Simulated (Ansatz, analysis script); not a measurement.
## Magnetovolume effects in a free-standing triangular Rh monolayer, spacing 2.603 Å

Wanted: energy and moment of a free-standing triangular Rh monolayer, spacing 2.603 Å against in-plane size, with typed moments, small moments and no spin.

Method: PBE, PAW set soft_1, in Ansatz 0.2.0.

## Step 1: Starting point

The cell holds 1 atom: 1 Rh. Cell: a = 2.603 Å, b = 2.603 Å, c = 14.000 Å, α = 90.0°, β = 90.0°, γ = 120.0°. An idealised lattice of chosen spacing, in vacuum. Vacuum lies along c.

## Step 2: The collinear state

The work starts on two spin channels, which tell the size of the moments.

Input file input.yaml:

```yaml
crystal:
  lattice:
    - [2.603, 0.0, 0.0]
    - [-1.3015, 2.254264, 0.0]
    - [0.0, 0.0, 14.0]
  atoms:
    - { symbol: Rh, position: [0.0, 0.0, 0.5], spin: 1.0 }
magnetization:
  spin_polarized: true
kpoints:
  mp_grid: { grid: [19, 19, 1] }
hamiltonian:
  xc: pbe
  pseudopotentials: { kind: paw, azcp: { folder: soft_1 } }
scf:
  occupations: { method: fermi_dirac, width: 0.05 }
  max_iter: 120
  convergence: { dr2_threshold: 1.0e-08 }
  lower_state_search: "off"
output:
  write_density: true
  write_potential: true
  elf: true
  volumetric_format: npy
```

Started as:

```
$ ansatz run input.yaml --threads 2 --pin off --max-ram 5120MiB --backend cpu --events-out ev --progress --plain --runs-dir out
```

Numbers of over 12 decimals in the logs are rounded to 6 here.

What it wrote:

```text
Engine: ansatz 0.2.0, aarch64-unknown-linux-gnu
Pseudopotentials: kind: paw
Pseudopotential: Rh, paw, valence charge 17, recommended cutoff 420 eV (normal), soft_1/Rh.paw.azcp
Functional definition: PBE
  parameter kappa = 0.804
  parameter beta = 0.066725
  exchange = pbe_x(kappa = kappa, mu = beta*pi^2/3)
  correlation = pbe_c(beta = beta)
Crystal: 1 atoms, lattice volume = 82.150 Å³
Basis set: ecut = 420 eV, 1637 PW (Γ)
Bands: 13, of which v1, the nominal top of the filled ones, is band 9 counted from 1 (8 counted from 0)
Symmetry: 24 space group operations
Space group: P6/mmm (ITA 191), of the structure as read, at distance tolerance 4.3e-5 Å
Magnetic group: BNS 191.233 (UNI 1463), of the structure as read, at distance tolerance 4.3e-5 Å
k-points: 40 of 361
Non-local potential: Rh, projectors of the file, l = 0: 3, l = 1: 2, l = 2: 2, l = 3: 1
PAW form: soft (Blöchl's): semilocal exchange-correlation on the pseudo side does not see the compensation charge
PAW one-centre angular grid: Rh, 590 points (default); XC on 64 Gauss nodes
Initial density: superposition of atomic densities (neutral atoms: chi_scale 0, normalization atom)
Starting moments: Σ|m| = 1 μB on 1 of 1 site
Initial wavefunctions: pseudopotential atomic-orbital guess
Functional: x = pbe(κ = 0.804, μ = 0.219515), c = pbe(β = 0.066725)
SCF iter   1: F=—  HF=-6401.452346 eV  |F-HF|=—  |Δ(HF+E_count)|=         —  Δρ=2.44e-2 (↑2.44e-2 ↓1.48e-2)  dr2=8.87e-1  dr2_m=8.09e-2  M=0.893 μB ∫|m|=0.896 μB  β_m=0.30  ethr=3.10e-3  ⟨swp⟩=6.3  Hψ=6219  notcnv=0
preconditioner: auto → LDOS  [metal: Δε(μ)=0.016 eV  Ē_g=8.231 eV  σ=0.050 eV  W_gap=0.08  n_scr=8 (ndim 8)  ℏωp=12.3 eV  f_vac=0.688  D(μ)=3.23/eV (n_scr^D=10)]
spin=Collinear: LDOS preconditioning applied to the charge; magnetization (m = ρ↑ − ρ↓) channel mixes plain (no charge-response kernel on spin).
SCF iter   2: F=—  HF=-6401.298442 eV  |F-HF|=—  |Δ(HF+E_count)|=   1.54e-1  Δρ=1.32e-2 (↑1.32e-2 ↓1.03e-2)  dr2=2.51e-1  dr2_m=4.07e-2  M=0.953 μB ∫|m|=0.955 μB  β_m=0.30  ethr=3.10e-3  ⟨swp⟩=2.4  Hψ=2134  notcnv=0  defer=5
SCF iter   3: F=—  HF=-6401.254908 eV  |F-HF|=—  |Δ(HF+E_count)|=   4.35e-2  Δρ=7.21e-3 (↑4.92e-3 ↓7.21e-3)  dr2=1.63e-2  dr2_m=2.04e-2  M=0.993 μB ∫|m|=0.996 μB  β_m=1.00  ethr=1.48e-3  ⟨swp⟩=2.1  Hψ=1789  notcnv=0  defer=5
SCF iter   4: F=—  HF=-6401.280982 eV  |F-HF|=—  |Δ(HF+E_count)|=   2.61e-2  Δρ=3.38e-3 (↑2.15e-3 ↓3.38e-3)  dr2=5.71e-3  dr2_m=4.08e-3  M=1.065 μB ∫|m|=1.071 μB  β_m=1.00  ethr=9.59e-5  ⟨swp⟩=2.2  Hψ=2088  notcnv=0  defer=5
SCF iter   5: F=—  HF=-6401.284576 eV  |F-HF|=—  |Δ(HF+E_count)|=   3.59e-3  Δρ=1.73e-3 (↑1.39e-3 ↓1.73e-3)  dr2=9.45e-4  dr2_m=1.18e-3  M=1.107 μB ∫|m|=1.115 μB  β_m=1.00  ethr=3.36e-5  ⟨swp⟩=2.5  Hψ=1955  notcnv=0  defer=5
SCF iter   6: F=—  HF=-6401.286377 eV  |F-HF|=—  |Δ(HF+E_count)|=   1.80e-3  Δρ=6.10e-4 (↑6.10e-4 ↓5.87e-4)  dr2=5.71e-5  dr2_m=2.35e-4  M=1.125 μB ∫|m|=1.133 μB  β_m=1.00  ethr=5.56e-6  ⟨swp⟩=2.5  Hψ=1923  notcnv=0  defer=5
SCF iter   7: F=—  HF=-6401.287634 eV  |F-HF|=—  |Δ(HF+E_count)|=   1.26e-3  Δρ=3.27e-4 (↑3.26e-4 ↓3.27e-4)  dr2=3.33e-5  dr2_m=5.83e-5  M=1.134 μB ∫|m|=1.142 μB  β_m=0.30  ethr=3.36e-7  ⟨swp⟩=2.5  Hψ=2203  notcnv=0  defer=5
Mixer restart at iter 7: flushing history
spin-set hold released at iteration 7 (site moments contracting): the magnetisation degrees of freedom join the quasi-Newton model from the next iteration; the mixer history was flushed
SCF iter   8: F=—  HF=-6401.288469 eV  |F-HF|=—  |Δ(HF+E_count)|=   8.36e-4  Δρ=3.42e-4 (↑3.37e-4 ↓3.42e-4)  dr2=5.76e-6  dr2_m=8.10e-5  M=1.138 μB ∫|m|=1.147 μB  β_m=0.65  ethr=1.96e-7  ⟨swp⟩=2.4  Hψ=1565  notcnv=0  defer=5
SCF iter   9: F=—  HF=-6401.289407 eV  |F-HF|=—  |Δ(HF+E_count)|=   9.37e-4  Δρ=2.03e-4 (↑2.03e-4 ↓2.00e-4)  dr2=2.22e-6  dr2_m=2.96e-5  M=1.150 μB ∫|m|=1.159 μB  β_m=0.74  ethr=3.39e-8  ⟨swp⟩=3.0  Hψ=2266  notcnv=0  defer=5
SCF iter  10: F=—  HF=-6401.289423 eV  |F-HF|=—  |Δ(HF+E_count)|=   1.63e-5  Δρ=1.11e-4 (↑1.04e-4 ↓1.11e-4)  dr2=2.72e-6  dr2_m=7.54e-6  M=1.153 μB ∫|m|=1.162 μB  β_m=0.85  ethr=1.30e-8  ⟨swp⟩=2.4  Hψ=2167  notcnv=0  defer=5
SCF iter  11: F=—  HF=-6401.289426 eV  |F-HF|=—  |Δ(HF+E_count)|=   3.16e-6  Δρ=2.18e-5 (↑4.47e-6 ↓2.18e-5)  dr2=2.42e-7  dr2_m=9.80e-8  M=1.155 μB ∫|m|=1.164 μB  β_m=0.91  ethr=1.30e-8  ⟨swp⟩=2.3  Hψ=1697  notcnv=0  defer=5
SCF iter  12: F=—  HF=-6401.289426 eV  |F-HF|=—  |Δ(HF+E_count)|=   8.75e-9  Δρ=6.48e-6 (↑6.22e-6 ↓6.48e-6)  dr2=6.89e-8  dr2_m=1.04e-8  M=1.155 μB ∫|m|=1.164 μB  β_m=0.82  ethr=1.42e-9  ⟨swp⟩=2.8  Hψ=1923  notcnv=0  defer=5
SCF iter  13: F=-6401.289426 eV  HF=-6401.289426 eV  |F-HF|=1.94e-9  |Δ(HF+E_count)|=   2.36e-8  Δρ=2.38e-6 (↑1.17e-6 ↓2.38e-6)  dr2=2.21e-9  dr2_m=1.75e-9  M=1.155 μB ∫|m|=1.164 μB  ethr=5.88e-11  ⟨swp⟩=3.2  Hψ=4395  notcnv=0
SCF 1 converged in 13 iterations: F = -6401.289426 eV  dr2 = 2.21e-9
  greatest PAW one-centre occupation: 1.000 electrons in one spin orbital (limit 2), on the Rh atom at site 0 (counted from 0), in its partial waves of l = 0
WARN: The output density's exchange-correlation potential varies sharply where the density is thin. Do not read a vacuum level from v_tot or v_xc, or from such a field of the output density. On a cell that repeats whose density bears no net charge and no dipole along the vacuum's axis use v_es (v_loc + v_h of the components); under efield.dipole_correction with no amplitude use v_es + v_field, which holds any externa [...]
SCF converged after 13 iterations
Magnetization: 1.1549 μB (9.0774 up, 7.9226 down)
Absolute magnetization: 1.1639 μB (∫|ρ↑−ρ↓|, with the PAW one-centre terms)
Spin contamination: 0.0043 ħ² per cell (⟨S²⟩ above its minimum at these occupations)
Per-site moments (μB) at R_I (Å): [(1.040610, 1.073737)]
Free energy (F): -6401.289426 eV
Harris-Foulkes:  -6401.289426 eV  (|F-HF|=1.94e-9)
Internal energy: -6401.271329 eV  (E = F + TS)
E sigma→0 (E₀):  -6401.280378 eV
Entropy (-TS):   -0.018097 eV (-18.097 meV/atom)
Fermi energy:    -0.952613 eV
--- Per-component energies (eV) ---
  E_band       = -467.474001
  E_kinetic    = 534.732372
  E_local      = -9764.741335  (includes V_loc(G=0)·N_el)
  E_nonlocal   = 300.699747
  E_hartree    = 4501.052140
  E_xc         = -199.396939
  E_vxc        = -249.851398  (∫ρ·V_xc dr)
  E_paw        = -3604.283117  (= ΣΔE_a)
  E_vpaw       = -290.420691  (= ΣTr[D̂ρ^β])
  E_aug_tail   = 0.000066  (compensation charges beyond the density's cutoff)
  E_ewald      = 1830.665736
  E_smearing   = -0.018097  (= −TS)
  E_closure    = -0.000000  (closes the sum)
  Σ components = -6401.289426   (vs F -6401.289426, Δ=0.00e0)
--- Band table (eV; the first three rows and the last of 80) ---
  k-point 0 ↑: bands = [... 5 lower, -3.4041, -3.4041, -3.2380, -1.0346, -1.0346, 0.3807, 4.2986, 5.2612]
  k-point 1 ↑: bands = [... 5 lower, -3.4647, -3.3220, -3.1942, -1.3222, -1.0545, 0.6840, 4.3775, 5.3589]
  k-point 2 ↑: bands = [... 5 lower, -3.6176, -3.0798, -3.0630, -1.8762, -1.1115, 1.2947, 4.6143, 5.6469]
  k-point 39 ↓: bands = [... 5 lower, -2.8907, -2.7901, -2.4839, -0.7995, 7.7506, 9.3535, 9.4390, 10.4998]
```

The job ended after 4.6 s (2 threads of Arm Neoverse V1, shared host; peak memory 0.34 GiB; 8.2 s of CPU time).

Spin moment in the atom's sphere by atom:

```csv
atom,spin moment in the atom's sphere (μB)
Rh1,1.04
```

The run ends ferromagnetic, with a net moment of 1.16 μB a cell. With one Rh atom carrying the moment, parallel order of its images is forced by the cell, not found.

Spin density in the ca plane at fractional y = 0.000, with atoms of Rh within 0.2 Å of it.

Ten even steps from '0' (0.00 e/Å³) to '9' (0.70 e/Å³), each cell a mean:
```
0000000000000000015877310000000000000000
0000000000000000012333100000000000000000
0000000000000000000000000000000000000000
0000000000000000000000000000000000000000
0000000000000000000000000000000000000000
0000000000000000001212100000000000000000
0000000000000000014656300000000000000000
0000000000000000026999410000000000000000
```
Columns run along c (14.0 Å), rows up along a (2.6 Å). Atoms in or near the plane, at fractional coordinates: Rh at (0.50, 0.00).

Valence density in the ca plane at fractional y = 0.000, with atoms of Rh within 0.2 Å of it. It is the smooth field of the valence electrons, not physical close to the nuclei.

Ten steps, logarithmic in the rise over the least value, from '0' (0 e/Å³) to '9' (14 e/Å³), each cell a mean:
```
0000000000000000147998621000000000000000
0000000000000000125776420000000000000000
0000000000000000123454210000000000000000
0000000000000000012232210000000000000000
0000000000000000012333210000000000000000
0000000000000000124665310000000000000000
0000000000000000136898520000000000000000
0000000000000000147998621000000000000000
```
Columns run along c (14.0 Å), rows up along a (2.6 Å). Atoms in or near the plane, at fractional coordinates: Rh at (0.50, 0.00).

ELF in the ca plane at fractional y = 0.000, with atoms of Rh within 0.2 Å of it. It is the smooth field of the valence electrons, not physical close to the nuclei.

Ten even steps from '0' (0.00) to '9' (0.76), each cell a mean:
```
0000000000000012247998632110000000000000
0000000000000011235776422100000000000000
0000000000000011223443322100000000000000
0000000000000001233333322100000000000000
0000000000000011223333322100000000000000
0000000000000011234665322100000000000000
0000000000000012246898532110000000000000
0000000000000012247998632110000000000000
```
Columns run along c (14.0 Å), rows up along a (2.6 Å). Atoms in or near the plane, at fractional coordinates: Rh at (0.50, 0.00).

## Step 3: The same state on a denser mesh

Levels at the Fermi energy are partly filled, so moments and energy differences can hang on the k-mesh, and the state is solved again on a denser one.

input.yaml, the sections that differ from step 2:

```yaml
crystal:
  lattice:
    - [2.603, 0.0, 0.0]
    - [-1.3015, 2.254264, 0.0]
    - [0.0, 0.0, 14.0]
  atoms:
    - { symbol: Rh, position: [0.0, 0.0, 0.5], spin: 1.04 }
kpoints:
  mp_grid: { grid: [24, 24, 1] }
basis:
  ecutwfc: 420.0
checkpoint:
  read: start
  write: ck
  compress: false
  write_wavefunctions: false
  write_every: 100000
# magnetization, hamiltonian, scf: as in step 2
# output: removed
```

What it wrote:

```text
[...]
Magnetization: 1.2207 μB (9.1103 up, 7.8897 down)
Absolute magnetization: 1.2292 μB (∫|ρ↑−ρ↓|, with the PAW one-centre terms)
[...]
Per-site moments (μB) at R_I (Å): [(1.105138, 1.073737)]
Free energy (F): -6401.293234 eV
[...]
Internal energy: -6401.276505 eV  (E = F + TS)
E sigma→0 (E₀):  -6401.284869 eV
Entropy (-TS):   -0.016729 eV (-16.729 meV/atom)
Fermi energy:    -0.947424 eV
[...]
[key lines of the parts left out:]
SCF converged after 8 iterations
```

Elapsed: 3.6 s, on 2 threads; peak memory 0.36 GiB; 6.9 s of CPU time.

Spin moment in the atom's sphere by atom:

```csv
atom,spin moment in the atom's sphere (μB)
Rh1,1.11
```

The run ends ferromagnetic, with a net moment of 1.22 μB a cell, against 1.16 μB on the first mesh.

The cell's area in the plane is scaled by the factor named; fractional positions stay, and energies count from the lowest run.

## Step 4: Factor 0.8, typed moments

Three starts at each size show whether high-spin, low-spin and non-magnetic states coexist. One mesh, built for the smallest cell, and one cutoff serve all sizes, so that energies can be subtracted.

input.yaml, the sections that differ from step 3:

```yaml
crystal:
  lattice:
    - [2.32819398, 0.0, 0.0]
    - [-1.16409699, 2.01627502, 0.0]
    - [0.0, 0.0, 14.0]
  atoms:
    - { symbol: Rh, position: [0.0, 0.0, 0.5], spin: 1.0 }
kpoints:
  mp_grid: { grid: [26, 26, 1] }
output:
  stress: true
# magnetization, hamiltonian, scf, basis: as in step 3
# checkpoint: removed
```

Started as:

```
$ ansatz run input.yaml --threads 1 --pin off --max-ram 2560MiB --backend cpu --events-out ev --progress --plain --runs-dir out
```

What it wrote:

```text
Warning: crystal.lattice misses the space group found at crystal.symmetry.tolerance 1.0e-5 in a digit that the deck types, which is why this is a warning: making the lattice exact moves one of its numbers by a whole unit of that number's last typed decimal, or more. The operation that it misses by the most changes a squared length by the fraction 9.59e-8. The run uses the lattice that is a stretch of the typed one, w [...]
Warning: output.stress: scf.convergence.dr2_threshold = 1e-8 eV is looser than the 1e-10 eV advised for a printed stress (1e-10 eV for each atom of the cell: 1). What an SCF threshold leaves in a stress goes as its square root, and in the free energy as the threshold itself, and one threshold admits the most on a small cell: [figures from the program's tests cut] Set scf.convergence.dr2_threshold to 1e-10 eV or tighter. The threshold is an SCF's pass mark: one that does not reach it within its budget of iterations ends unconverged, or closes short of it on a stop that the run arms, and scf.convergence.dr2_threshold's page says what that costs each kind of run
[...]
Crystal: 1 atoms, lattice volume = 65.720 Å³
Basis set: ecut = 420 eV, 1259 PW (Γ)
Bands: 13, of which v1, the nominal top of the filled ones, is band 9 counted from 1 (8 counted from 0)
Symmetry: 24 space group operations
[...]
k-points: 70 of 676
[...]
Starting moments: Σ|m| = 1 μB on 1 of 1 site
[...]
SCF iter   1: F=—  HF=-6400.575000 eV  |F-HF|=—  |Δ(HF+E_count)|=         —  Δρ=2.99e-2 (↑2.99e-2 ↓1.60e-2)  dr2=5.51e-1  dr2_m=1.55e-1  M=0.611 μB ∫|m|=0.614 μB  β_m=0.30  ethr=3.10e-3  ⟨swp⟩=7.1  Hψ=12030  notcnv=0
[...]
SCF iter  18: F=-6400.494796 eV  HF=-6400.494796 eV  |F-HF|=9.28e-11  |Δ(HF+E_count)|=   2.48e-9  Δρ=4.18e-7 (↑4.18e-7 ↓2.17e-7)  dr2=1.14e-10  dr2_m=4.03e-11  M=0.227 μB ∫|m|=0.227 μB  ethr=3.10e-12  ⟨swp⟩=2.3  Hψ=6168  notcnv=0
SCF 1 converged in 18 iterations: F = -6400.494796 eV  dr2 = 1.14e-10
[...]
SCF converged after 18 iterations
Magnetization: 0.2266 μB (8.6133 up, 8.3867 down)
Absolute magnetization: 0.2272 μB (∫|ρ↑−ρ↓|, with the PAW one-centre terms)
[...]
Per-site moments (μB) at R_I (Å): [(0.181941, 0.960380)]
Free energy (F): -6400.494796 eV
[...]
Internal energy: -6400.472844 eV  (E = F + TS)
E sigma→0 (E₀):  -6400.483820 eV
Entropy (-TS):   -0.021952 eV (-21.952 meV/atom)
Fermi energy:    -0.003244 eV
[...]
--- Stress (GPa, compression-positive) ---
       22.821672      -0.000000      -0.000000
       -0.000000      22.821672       0.000000
       -0.000000       0.000000      -0.000991
  P = ⅓ Tr σ = 15.2141 GPa (152.141 kbar)
```

Run time: 11 s. Hardware: 1 thread; peak memory 0.34 GiB.

It ends ferromagnetic, with 0.182 μB on the largest site.

## Step 5: Factor 0.8, starting moments cut to 30 %

A self-consistent run from these starting moments shows which magnetic state they lead to.

input.yaml, as its differences from that of step 4:

```diff
@@ -6,3 +6,3 @@
   atoms:
-    - { symbol: Rh, position: [0.0, 0.0, 0.5], spin: 1.0 }
+    - { symbol: Rh, position: [0.0, 0.0, 0.5], spin: 0.3 }
 magnetization:
```

What it wrote:

```text
[...]
Crystal: 1 atoms, lattice volume = 65.720 Å³
Basis set: ecut = 420 eV, 1259 PW (Γ)
Bands: 13, of which v1, the nominal top of the filled ones, is band 9 counted from 1 (8 counted from 0)
Symmetry: 24 space group operations
[...]
k-points: 70 of 676
[...]
Internal energy: -6400.472844 eV  (E = F + TS)
E sigma→0 (E₀):  -6400.483820 eV
Entropy (-TS):   -0.021952 eV (-21.952 meV/atom)
Fermi energy:    -0.003226 eV
[...]
--- Stress (GPa, compression-positive) ---
       22.821714       0.000000      -0.000000
        0.000000      22.821714       0.000000
       -0.000000       0.000000      -0.000985
  P = ⅓ Tr σ = 15.2141 GPa (152.141 kbar)
[key lines of the parts left out:]
SCF converged after 16 iterations
Magnetization: 0.2267 μB (8.6133 up, 8.3867 down)
Free energy (F): -6400.494796 eV
```

Wall time 11 s (1 thread); peak memory 0.34 GiB.

It ends ferromagnetic, with 0.182 μB on the largest site.

## Step 6: Factor 0.94, typed moments

The density is converged from the given moments; the state reached depends on that start.

input.yaml, the sections that differ from step 5:

```yaml
crystal:
  lattice:
    - [2.52370213, 0.0, 0.0]
    - [-1.26185107, 2.18559004, 0.0]
    - [0.0, 0.0, 14.0]
  atoms:
    - { symbol: Rh, position: [0.0, 0.0, 0.5], spin: 1.0 }
# magnetization, kpoints, hamiltonian, scf, basis, output: as in step 5
```

What it wrote:

```text
[...]
Crystal: 1 atoms, lattice volume = 77.221 Å³
Basis set: ecut = 420 eV, 1529 PW (Γ)
Bands: 13, of which v1, the nominal top of the filled ones, is band 9 counted from 1 (8 counted from 0)
Symmetry: 24 space group operations
[...]
k-points: 70 of 676
[...]
Internal energy: -6401.252720 eV  (E = F + TS)
E sigma→0 (E₀):  -6401.263177 eV
Entropy (-TS):   -0.020915 eV (-20.915 meV/atom)
Fermi energy:    -0.722082 eV
[...]
--- Stress (GPa, compression-positive) ---
        2.522509       0.000000       0.000000
        0.000000       2.522509       0.000000
        0.000000       0.000000      -0.000545
  P = ⅓ Tr σ = 1.6815 GPa (16.815 kbar)
[key lines of the parts left out:]
SCF converged after 18 iterations
Magnetization: 0.9446 μB (8.9723 up, 8.0277 down)
Free energy (F): -6401.273635 eV
```

Wall time 12 s (1 thread); peak memory 0.37 GiB.

It ends ferromagnetic, with 0.836 μB on the largest site.

## Step 7: Factor 1.07, typed moments

input.yaml, as its differences from that of step 6:

```diff
@@ -2,4 +2,4 @@
   lattice:
-    - [2.52370213, 0.0, 0.0]
-    - [-1.26185107, 2.18559004, 0.0]
+    - [2.69256414, 0.0, 0.0]
+    - [-1.34628207, 2.33182881, 0.0]
     - [0.0, 0.0, 14.0]
```

What it wrote:

```text
[...]
Crystal: 1 atoms, lattice volume = 87.900 Å³
Basis set: ecut = 420 eV, 1733 PW (Γ)
Bands: 13, of which v1, the nominal top of the filled ones, is band 9 counted from 1 (8 counted from 0)
Symmetry: 24 space group operations
[...]
k-points: 70 of 676
[...]
Internal energy: -6401.163898 eV  (E = F + TS)
E sigma→0 (E₀):  -6401.174415 eV
Entropy (-TS):   -0.021034 eV (-21.034 meV/atom)
Fermi energy:    -1.199001 eV
[...]
--- Stress (GPa, compression-positive) ---
       -4.235976       0.000000       0.000000
        0.000000      -4.235976       0.000000
        0.000000       0.000000      -0.000601
  P = ⅓ Tr σ = -2.8242 GPa (-28.242 kbar)
[key lines of the parts left out:]
SCF converged after 11 iterations
Magnetization: 1.2982 μB (9.1491 up, 7.8509 down)
Free energy (F): -6401.184932 eV
```

Wall time 8.2 s (1 thread); peak memory 0.38 GiB.

It ends ferromagnetic, with 1.19 μB on the largest site.

(Continued in part 2 of 2.)

[Logs and program files are shortened in this print: banners, set-up blocks, solver, clock and traceback lines can be left out without a mark of their own.]

[Logs are printed without paths, hosts, clocks, repeated set-up lines and the standing remarks that a program may print on its own settings, such as how far it seeks lower states.]

[Hosts, paths, dates, database ids (printed as entryN), source tags and the programs' standing remarks are cut or masked in the printed files.]

[Where the input sets lower_state_search to off, the program did not look for lower states, so one may exist.]
